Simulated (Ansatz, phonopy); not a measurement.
# Sc (P6_3/mmc): a volume series of phonon spectra, part 4 of 4

Which modes of Sc drive its thermal expansion?

What experiment has found for this phase:
- heat capacity C_P per formula unit 25.58 J/mol/K near room temperature (given in “High-Throughput Prediction of Finite-Temperature Properties using the Quasi-Harmonic Approximation”, 2016, arXiv:1603.06924)

Ansatz 0.2.0; DFT PBEsol, scalar-relativistic, plane waves, PAW.

So far. Step 11 (Phonons, V/V0 1.03): No mode is imaginary beyond numerical noise at the solved wavevectors. The highest zone-centre mode (no LO–TO term) moved by -4.5 % for a volume change of +3.0 %. Step 13 (Lattice dynamics at this volume, V/V0 0.97): No mode is imaginary beyond numerical noise at the solved wavevectors. The highest zone-centre mode (no LO–TO term) moved by +4.6 % for a volume change of -3.0 %.

**15. Phonons, V/V0 1.05**

The same q-mesh and k-mesh are kept at every volume, so that much of their error can cancel in the differences.

File input.yaml:

```yaml
crystal:
  lattice:
    - [3.3292979424, 0.0, 0.0]
    - [-1.6646489712, 2.8832565949, 0.0]
    - [0.0, 0.0, 5.1698800625]
  atoms:
    - { symbol: Sc, position: [0.3333333333, 0.6666666667, 0.25] }
    - { symbol: Sc, position: [0.6666666667, 0.3333333333, 0.75] }
kpoints:
  mp_grid: { grid: [15, 15, 8] }
hamiltonian:
  xc: pbesol
scf:
  occupations: { method: methfessel_paxton, width: 0.2 }
output:
  eigenvalues: true
phonons:
  method: dfpt
  qmesh: [3, 3, 2]
  temperatures: { t_max: 1000, t_step: 50 }
  qpath:
    path:
      - [[0.0, 0.0, 0.0], [0.5, 0.0, 0.0], [0.33333333, 0.33333333, 0.0], [0.0, 0.0, 0.0], [0.0, 0.0, 0.5], [0.5, 0.0, 0.5], [0.33333333, 0.33333333, 0.5], [0.0, 0.0, 0.5]]
      - [[0.5, 0.0, 0.5], [0.5, 0.0, 0.0]]
      - [[0.33333333, 0.33333333, 0.5], [0.33333333, 0.33333333, 0.0]]
    npoints: 10
```

On the command line:

```bash
> ansatz run input.yaml --threads 8 --pin off --max-ram 30720MiB --backend cpu --events-out ev --progress --plain --runs-dir out
```

Numbers of over 12 decimals in the logs are rounded to 6 here.

Log:

```text
[...]
Crystal: 2 atoms, lattice volume = 49.627 Å³
Basis set: ecut = 420 eV, 977 PW (Γ), exchange–correlation on 48×48×72 points (8 copies of the dense FFT grid, shifted against one another)
Bands: 15, of which v1, the nominal top of the filled ones, is band 11 counted from 1 (10 counted from 0)
Symmetry: 24 space group operations
k-points: 135 of 1800
[...]
k-point 134: bands = [... 7 lower, -18.7024, 8.6699, 8.6699, 8.9306, 8.9306, 9.3339, 9.3339, 11.4520]
[...]
ASR residual: 1.052e-5 → 0.000e0 eV/Å²; symmetrization residual: 4.210e-12 eV/Å²
  ASR residual per site (eV/Å²): 1.05e-5 1.05e-5
  Γ frequencies (cm⁻¹): 0.00 0.00 0.00 131.92 131.92 217.78
--- Phonons (arbitrary-q DFPT): 6 irreducible q on the 3×3×2 mesh ---
[...]
interpolated dispersion: 93 rows × 6 modes
[...]
[key lines of the parts left out:]
SCF converged after 7 iterations
Free energy (F): -4222.719040 eV
Fermi energy:    9.070740 eV
```

Run time: 63 s. Hardware: 8 threads of Arm Neoverse V1, shared host; peak memory 1.4 GiB; 7.9 min of CPU time.

No mode is imaginary beyond numerical noise at the solved wavevectors. The highest zone-centre mode (no LO–TO term) moved by -7.5 % for a volume change of +5.0 %.

**16. Mode Grüneisen parameters**

This step: DFT PBEsol, scalar-relativistic, plane waves, PAW (phonopy 4.10.0).

Numbers from this step:

```
share of modes with a negative Grüneisen parameter : 0.028
```

Mean Grüneisen, by row:

```csv
T (K),heat-capacity-weighted mean,root mean square
50,0.697,0.818
100,0.845,0.953
200,0.897,0.998
300,0.908,1.007
500,0.913,1.011
800,0.915,1.013
```

Mean mode Grueneisen parameter against wavenumber:

```csv
wavenumber (cm⁻¹),mean mode Grueneisen parameter
3.9,-
11.8,-
19.7,0.988
27.5,0.442
35.4,0.486
43.3,0.966
51.1,0.642
59.0,0.579
66.9,0.563
74.7,0.594
82.6,0.561
90.5,0.512
98.3,0.479
106.2,0.211
114.0,0.321
121.9,0.485
129.8,0.619
137.6,0.669
145.5,0.772
153.4,0.887
161.2,0.92
169.1,1.02
177.0,1.08
184.8,1.16
192.7,1.22
200.6,1.24
208.4,1.36
216.3,1.35
224.2,1.3
232.0,1.39
```

Volume series, by row:

```csv
V/V0,V (Å³/atom),pressure (GPa),E - E0 (meV/atom),gap (eV),zero-point energy (meV/atom),lowest on the path (cm⁻¹),highest at Gamma without the LO-TO term (cm⁻¹)
0.97,22.92,1.831,3.84,0,30.97,0,246.2
0.985,23.28,0.885,0.909,0,30.51,0,240.8
1,23.63,-0.002,0,0,30.06,0,235.3
1.015,23.99,-0.834,0.987,0,29.61,0,230.1
1.03,24.34,-1.613,3.752,0,29.15,0,224.8
1.05,24.81,-2.577,10.01,0,28.55,0,217.8
```

Table of optical frequency at Gamma without the LO-TO term by V/V0:

```csv
V/V0,mode 4 (cm⁻¹),mode 6 (cm⁻¹)
0.9700,137,246
0.9850,136,241
1.0000,135,235
1.0150,134,230
1.0300,133,225
1.0500,132,218
```

Grüneisen at points, by row:

```csv
point,branch,frequency (cm⁻¹),mode Grüneisen parameter
Γ,4,135.1,0.51
Γ,6,235.3,1.52
M,1,117.6,0.68
M,2,136,0.55
M,3,200.8,1.65
M,4,203.4,0.8
M,5,218,1.09
M,6,219.5,1.13
K,1,170.9,1.15
K,3,180.9,0.76
K,5,206.6,0.91
K,6,212,1.3
A,1,97.4,0.34
A,5,166.2,1.36
L,1,128.2,0.4
L,3,157.5,0.56
L,5,215.4,1.65
H,1,105.6,-0.26
H,3,195.4,1.63
H,5,198.8,1.1
```

**17. Free-energy fit**

Numbers from this step:

```yaml
volume_expansion_coefficient_at_300_k: 27.9 1e-6/K
isothermal_bulk_modulus_at_300_k: 54.79 GPa
c_p_at_300_k: 23.88 J/mol-atom/K
grueneisen_parameter_at_300_k: 0.927
```

The energy (each curve on its own zero) by volume; values in meV/atom:

```csv
volume (Å³/atom),static,F at 0 K,F at 300 K,F at 1300 K
22.923,3.84,5,6.73,15.7
23.277,0.91,1.61,2.7,8.25
23.632,0,0.25,0.67,2.75
23.986,0.99,0.79,0.51,-0.94
24.341,3.75,3.1,2.11,-2.96
24.813,10.0,8.75,6.78,-3.25
```

Phonopy-qha, vinet fit of F(V) at each temperature; no electronic free energy. Qha vinet, by row:

```csv
T (K),fitted volume (Å³/atom),alpha_V (1e-6/K),B_T (GPa),C_P (J/mol-atom/K),Grueneisen
100,23.72,16.92,56.24,16.13,0.8395
150,23.75,22.66,55.91,20.45,0.8892
200,23.77,25.39,55.55,22.35,0.9089
250,23.81,26.91,55.18,23.32,0.9196
300,23.84,27.9,54.79,23.88,0.9268
350,23.87,28.62,54.4,24.25,0.9325
400,23.91,29.21,54.01,24.5,0.9374
450,23.94,29.7,53.61,24.69,0.9419
500,23.98,30.15,53.2,24.84,0.9462
550,24.01,30.57,52.8,24.96,0.9503
600,24.05,30.97,52.39,25.07,0.9544
650,24.09,31.36,51.97,25.16,0.9584
700,24.13,31.75,51.56,25.24,0.9625
750,24.17,32.13,51.14,25.32,0.9665
800,24.2,32.52,50.71,25.39,0.9706
850,24.24,32.91,50.29,25.46,0.9747
900,24.28,33.3,49.86,25.53,0.9789
950,24.32,33.7,49.42,25.6,0.9831
1000,24.37,34.11,48.99,25.67,0.9874
1050,24.41,34.52,48.55,25.73,0.9917
1100,24.45,34.95,48.1,25.8,0.9961
1150,24.49,35.38,47.66,25.87,1.001
1200,24.54,35.83,47.21,25.94,1.005
```

Volume expansion coefficient, phonopy-qha, Vinet against temperature:

```csv
temperature (K),"volume expansion coefficient, phonopy-qha, Vinet (1e-6/K)"
75,11.9
125,20.4
175,24.2
250,26.9
300,27.9
350,28.6
400,29.2
450,29.7
525,30.4
575,30.8
625,31.2
675,31.6
725,31.9
775,32.3
850,32.9
900,33.3
950,33.7
1000,34.1
1050,34.5
1125,35.2
1175,35.6
1225,36.1
```

The fit gives a volume expansion of 27.9 × 10⁻⁶/K at 300 K.

**18. Outcome**

```
volume expansion coefficient at 300 K  : 27.9 1e-6/K
isothermal bulk modulus at 300 K       : 54.79 GPa
C_P at 300 K                           : 23.88 J/mol-atom/K
Grüneisen parameter at 300 K           : 0.927
mean mode Grüneisen parameter at 300 K : 0.908
```

**Reading.** Near room temperature Sc expands by 27.9 × 10⁻⁶/K in volume by PBEsol, with C_P = 23.9 J/(mol K) per mole of atoms and B_T = 54.8 GPa. The q-mesh is coarse, and the expansion can converge slowly with it. The table stops at 1225 K because beyond it the fitted volume comes within 1 % of the largest computed cell, where the fit loses its support. C_P at room temperature is 96 % of the classical 3R an atom. A measured heat capacity per formula unit near room temperature is 25.58 J/mol/K (arXiv:1603.06924); the calculated 23.9 J/mol/K differs by -7 %. The fit leaves out the electrons' free energy, which adds to C_P and to the expansion of a metal at high temperature. The heat-capacity-weighted Grüneisen parameter goes from 0.697 at 50 K to 0.915 at 800 K; 3 % of the modes stiffen on expansion. Weighting γ by the density of states and each mode's heat capacity at 300 K, modes below 80 cm⁻¹ give about 2 % of the sum of γC that drives the expansion, those up to 160 cm⁻¹ 27 % and the rest 71 %. Among the labelled points γ is largest for branch 3 at M (201 cm⁻¹, 1.6) and most negative for branch 1 at H (106 cm⁻¹, -0.26). The PAW files were made for PBE and are used here under another functional, for which the program regenerates the frozen cores.

[Logs are printed without paths, hosts, clocks, repeated set-up lines and the standing remarks that a program may print on its own settings, such as how far it seeks lower states.]

[Hosts, paths, dates, database ids (printed as entryN), source tags and the programs' standing remarks are cut or masked in the printed files.]

[A step with changed settings may run another functional than the one named; its input shows which.]

[Of the runs on displaced cells, only some may be shown.]
